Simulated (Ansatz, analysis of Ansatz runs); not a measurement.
# VPO4 (Cmcm): a line between two V sites for an added hole, part 2 of 2

Aim: the energy barrier that a trapped hole meets when it moves from one V atom to another one nearby in VPO4 (Cmcm). The model is a cell of 96 host atoms.

Ansatz 0.2.0; plane-wave PAW DFT, PBEsol+U; relaxation of all atoms of a supercell at fixed charge in a uniform background; PAW set soft_1.

So far. Step 3 (The hole on the first site): The largest changes of the moments are -0.63 μB on V6, -0.03 μB on O70 and -0.03 μB on O76. The largest part sits on the chosen site. Step 4 (The hole on the second site): The largest changes of the moments are -0.63 μB on V12, -0.03 μB on O84 and -0.03 μB on O89. The largest part sits on the chosen site.

### 5. Points on the line between the two structures

All atoms move on the straight line between the two relaxed structures, 1.64 amu^1/2 Å long in mass-weighted terms. Each point starts from the state of the point before, once from either end, so that both localised states can be followed; the midpoint is also started with the carrier shared.

The input, A.x0500/input.yaml:

```yaml
crystal:
  lattice:
    - [-5.23155868, 7.80375834, 6.35985605]
    - [5.23155868, -7.80375834, 6.35985605]
    - [5.23155868, 7.80375834, -6.35985605]
  atoms:
    - { symbol: V, position: [0.000587, 0.250461, 0.751183], spin: 2.0 }
    - { symbol: V, position: [0.000463, 0.750793, 0.250728], spin: 2.0 }
[... 3 atom lines left out ...]
    - { symbol: V, position: [0.500173, 0.751077, 0.750162], spin: 1.0 }
[... 5 atom lines left out ...]
    - { symbol: V, position: [0.249561, 0.500471, 0.750156], spin: 2.0 }
[... 23 atom lines left out ...]
    - { symbol: O, position: [0.357719, 0.750248, 0.857491] }
[... 22 atom lines left out ...]
    - { symbol: O, position: [0.357719, 0.501291, 0.60853] }
[... 10 atom lines left out ...]
    - { symbol: O, position: [0.593427, 0.725195, 0.869289] }
[... 13 atom lines left out ...]
    - { symbol: O, position: [0.394567, 0.526332, 0.869284] }
[... 11 atom lines left out ...]
    - { symbol: O, position: [0.852438, 0.726939, 0.628744] }
total_charge: 1
basis:
  ecutwfc: 420
  xc_grid: 2
hamiltonian:
  xc: pbesol
  hubbard:
    sites: [{ species: V, l: d, u_eff: 4.0 }]
    projectors: ortho-atomic
  pseudopotentials: { kind: paw, azcp: { folder: soft_1 }, xc_functional: pbe }
kpoints:
  mp_grid: { grid: [1, 1, 1] }
magnetization:
  spin_polarized: true
  initial_magnetization: 31
  spin_locking: { lock_magnetization: hard }
scf:
  occupations: { method: fermi_dirac, width: 0.01 }
  max_iter: 120
  lower_state_search: "off"
output:
  forces: true
  eigenvalues: true
  eigenstates: { localisation: true }
  write_density: true
  write_potential: true
  volumetric_format: npy
checkpoint:
  read: "../A.x0375.run"
  write: "../A.x0500.run"
  compress: false
  write_wavefunctions: true
  write_every: 100000
```

Started as:

```
$ ansatz run input.yaml --threads 8 --pin off --max-ram 18841MiB --backend cpu --events-out ev --progress --plain --runs-dir out
```

The job ended after 43 s (8 threads of Arm Neoverse V1, shared host; peak memory 2.8 GiB).

States next to the filling edge at the first k-point, on the run's own zero (eigenstates.tsv). The participation number counts the atoms that a state is spread over, of 96; bands count from 0.

```
spin  band  energy (eV)  occupation  participation  largest share on  share
down   314        6.021        1.00           27.2               O93   0.09
down   315        6.042        1.00           33.0               O93   0.06
down   316        6.156        1.00           25.8               O79   0.08
down   317        6.207        1.00           40.9               O42   0.05
down   318        6.291        1.00           27.9               O79   0.07
down   319        6.395        1.00           45.0               O89   0.06
down   320        8.916        0.00            1.5                V6   0.81
down   321        9.099        0.00            1.5                V6   0.80
down   322        9.895        0.00            1.6                V6   0.80
down   323       10.120        0.00            2.1                V6   0.69
down   324       10.331        0.00            2.8                V6   0.59
  up   345        6.780        1.00           14.9               V13   0.15
  up   346        6.798        1.00           12.7                V2   0.17
  up   347        6.841        1.00           13.4                V1   0.23
  up   348        6.990        1.00           17.3                V2   0.14
  up   349        7.022        1.00           25.1                V9   0.09
  up   350        7.175        1.00            4.8               V12   0.44
  up   351        7.527        0.00            2.4                V6   0.63
  up   352        7.652        0.00            1.9                V6   0.71
  up   353        9.180        0.00           15.9               V15   0.17
  up   354        9.345        0.00            5.5               V15   0.39
  up   355        9.352        0.00            5.3                V6   0.38
```

Under PBEsol+U (4 eV) at the zone centre alone, the highest filled state is spin up, spread over 5 of 96 atoms, and the lowest empty one, 0.35 eV above it, is spin up, spread over 2 of 96 atoms.

Spin density in the bc plane at fractional x = 0.375, through the centre, with atoms of O within 0.45 Å of it.

Ten even steps from '0' (-0.054 e/Å³) to '9' (0.061 e/Å³), each cell a mean:
```
44444444444444444444444444445444
33444443355444445434444444444444
54455531354444455224554313444434
45776432444444441146654102444434
58986544444444433589754334444444
67766676544444445787655555444445
55567986444444455555666554444445
23468863134444444335665542244443
23456520555444431035554300244432
44454424554444431245543003444455
44444444444444444444443234444554
44444444444445444444444444454444
44444444444454444444444444544444
54344444455444443444444335544444
52345544444444345445543134444456
12566542134444344577642234444444
46997543444444445898654554444443
57986666554444456776667655444444
56656897544444455556799644444445
43457986444444442246786313444444
21356654543444322345552145444444
23455444434444454444442565444455
44444444444444544444444544444454
44444444444444444444444444444444
```
Columns run along b (11.3 Å), rows up along c (11.3 Å). Atoms in or near the plane, at fractional coordinates: O at (0.25, 0.36), O at (0.75, 0.86), O at (0.25, 0.89), O at (0.75, 0.40), O at (0.50, 0.14), O at (0.00, 0.64), O at (0.50, 0.61), O at (0.00, 0.11), O at (0.48, 0.37), O at (0.98, 0.87), O at (0.27, 0.13), O at (0.78, 0.63), O at (0.02, 0.37), O at (0.53, 0.87) and more.

Electrostatic potential energy in the bc plane at fractional x = 0.375, through the centre, with atoms of O within 0.45 Å of it. With pseudopotentials it is smooth inside the atoms' cores, unlike the true potential.

Ten even steps from '_' (-31 eV) to '@' (14 eV), each cell a mean:
```
##%%@@@@@@@@@@%%**++##%%@@@@@@@@@@@@@@@@@@@@@@@@@@@@@@%%++----**
::--%%@@@@@@%%==....**@@@@@@@@@@%%****%%@@@@@@@@##==++**==--++==
__--%%@@@@%%--____--%%@@@@@@@@**..__--%%@@@@%%==____::******--__
==%%%%%%%%##::..==%%@@@@@@@@##..__..**%%%%%%++____::##%%%%##--..
%%%%%%%%%%%%####@@@@@@@@@@@@##--==##%%%%%%%%++--++%%@@@@@@%%##%%
%%%%%%%%%%%%%%%%@@@@@@@@@@@@@@@@%%%%%%%%%%%%%%%%%%@@@@@@@@@@@@@@
%%##%%%%%%%%%%%%%%##@@@@@@@@@@@@@@%%%%%%%%%%%%%%%%@@@@@@@@@@@@@@
..::##%%%%%%##==..::%%@@@@@@@@@@##==++%%%%%%%%%%**++**%%@@@@%%==
__==%%@@%%%%--____==@@@@@@@@%%==____--%%%%%%%%--__..++%%####::__
==%%@@@@@@##::::++@@@@@@@@@@++____::##@@@@@@**....--**++++==....
@@@@@@@@@@@@%%%%@@@@@@@@@@%%++--==%%@@@@@@@@##++**++----++####%%
@@@@@@@@@@@@@@@@@@@@@@@@%%**++**##%%@@@@@@@@@@%%##++==++%%@@@@@@
@@@@@@@@@@@@@@@@@@@@@@%%**----**##%%@@@@@@@@@@%%**++**%%@@@@@@@@
##++**%%@@@@@@@@**--==**==--++==::::##@@@@@@%%--__..**@@@@@@@@@@
..__==%%@@@@%%==____::******==____--%%@@@@%%--____--%%@@@@@@@@++
__::##%%%%%%++..__::##%%%%##--::==%%%%%%%%##::..==%%@@@@@@@@**..
++##%%%%%%%%**==**%%@@@@@@@@%%%%@@%%%%%%%%%%##%%@@@@@@@@@@@@##==
%%%%%%%%%%%%%%%%@@@@@@@@@@@@@@@@%%%%%%%%%%%%%%%%@@@@@@@@@@@@@@@@
@@%%%%%%%%%%%%%%@@@@@@@@@@@@@@@@%%##%%%%%%%%%%%%%%%%@@@@@@@@@@@@
**++**%%%%%%%%%%##++**%%@@@@%%==..::##%%%%%%##==..--%%@@@@@@@@@@
____==%%%%@@%%==..__++%%%%##::____--%%@@%%%%--____==@@@@@@@@%%==
__::##@@@@@@**..__--++++++++....==%%@@@@@@##::::++@@@@@@@@@@++__
==%%@@@@@@@@##++++++----++####%%@@@@@@@@@@%%%%%%@@@@@@@@@@%%==::
##%%@@@@@@@@@@%%##++==++##@@@@@@@@@@@@@@@@@@@@@@@@@@@@@@%%##++**
```
Columns run along b (11.3 Å; values clipped at the 3rd and 97th percentile), rows up along c (11.3 Å). Atoms in or near the plane, at fractional coordinates: O at (0.25, 0.36), O at (0.75, 0.86), O at (0.25, 0.89), O at (0.75, 0.40), O at (0.50, 0.14), O at (0.00, 0.64), O at (0.50, 0.61), O at (0.00, 0.11), O at (0.48, 0.37), O at (0.98, 0.87), O at (0.27, 0.13), O at (0.78, 0.63), O at (0.02, 0.37), O at (0.53, 0.87) and more.

Valence density in the bc plane at fractional x = 0.375, through the centre, with atoms of O within 0.45 Å of it. It is the smooth field of the valence electrons, not physical close to the nuclei.

Ten even steps from '_' (0.0 e/Å³) to '@' (6.2 e/Å³), each cell a mean:
```
________________......__________________________________________
==--..________--++==..__________..::::__________..::::..____..::
%%--________--@@@@==__________::**%%--________--%%##--..__..--##
--________..==++--__________..**@@**..______::##@@==..____..==**
____________..______________..----..________..--::__________....
________________________________________________________________
....____________....____________________________________________
++--..______..--++==..__________..::::__________..::..________--
@@--______..==@@@@--__________--%%%%--________--**++::____..==@@
--________..==++--__________::**%%++..______..++**--..____::++**
____________..______________::--::__________..::....______......
____________________________....________________________________
__________________________________..____________......__________
..::::__________..--::..____..::==--..________--**==..__________
####--________--%%%%--..__..--##%%--________--@@@@==__________::
%%==..______::**@@==..____..--++--________..==++--__________..**
::__________..::::__________..______________..______________..::
________________________________________________________________
__________________________________..____________....____________
..::..__________..::..________--++--..______..--++--..__________
%%##::________--##**::____..--@@@@--______..==@@%%--__________--
@@==..______::++##--..____::++**--________..==++::__________::##
::__________..::....______......____________..______________::--
____________________________________________________________....
```
Columns run along b (11.3 Å), rows up along c (11.3 Å). Atoms in or near the plane, at fractional coordinates: O at (0.25, 0.36), O at (0.75, 0.86), O at (0.25, 0.89), O at (0.75, 0.40), O at (0.50, 0.14), O at (0.00, 0.64), O at (0.50, 0.61), O at (0.00, 0.11), O at (0.48, 0.37), O at (0.98, 0.87), O at (0.27, 0.13), O at (0.78, 0.63), O at (0.02, 0.37), O at (0.53, 0.87) and more.

Free energies from the first end:

```
started from  fraction  energy (eV)  moment change on V6 (μB)  on V12 (μB)
  first site         0        0.000                     -0.63        -0.01
  first site     0.125        0.014                     -0.61        -0.02
  first site      0.25        0.057                     -0.58        -0.03
  first site     0.375        0.127                     -0.55        -0.04
  first site       0.5        0.223                     -0.51        -0.06
  first site     0.625        0.127                     -0.04        -0.55
 second site     0.875        0.015                     -0.02        -0.61
 second site      0.75        0.057                     -0.03        -0.58
 second site     0.625        0.127                     -0.04        -0.55
 second site       0.5        0.223                     -0.06        -0.51
 second site     0.375        0.127                     -0.55        -0.04
      shared       0.5        0.244                     -0.22        -0.21
 second site         1        0.000                     -0.01        -0.63
```

### 6. Summary of results

| Quantity | Value |
| --- | --- |
| barrier forward | 0.22 eV |
| barrier backward | 0.22 eV |
| distance of the two sites without the carrier | 3.18 Å |
| carrier at the midpoint | on one site |

In words: On this line the hole must cross 0.22 eV to hop 3.18 Å; both ends have the same energy within 0.005 eV. At the midpoint the lowest state found keeps the carrier on one site, so the two localised curves cross in a cusp. This suggests weak coupling and a hop slower than the barrier alone implies, though U itself penalises the shared state. With an assumed attempt frequency of 1e13 per second the rate at 300 K would be 2e+09 per second for this barrier, if every crossing succeeded. A straight line need not be the lowest path, so the true barrier at this U can be lower, or higher if the ends can still break their symmetry. No run compares the localised hole with one spread in the band, so its binding is unknown and the barrier may exceed it. The magnetic order was assumed and need not be the ground state. The total moment is locked, so a carrier of the other spin direction was not tried. The program's search for lower electronic states was switched off in all runs, so that each state is followed; none is shown to be the lowest at its structure. No image-charge correction is applied; it nearly cancels along the line while the charge stays localised. What this leaves open: sampling at the zone centre alone can move energies of charged and open-shell states by tenths of an eV or more in cells of this size; gap and trapping depend on the U chosen (V d 4.0 eV).

[Logs are printed without paths, hosts, clocks, repeated set-up lines and the standing remarks that a program may print on its own settings, such as how far it seeks lower states.]

[Hosts, paths, dates, database ids (printed as entryN), source tags and the programs' standing remarks are cut or masked in the printed files.]
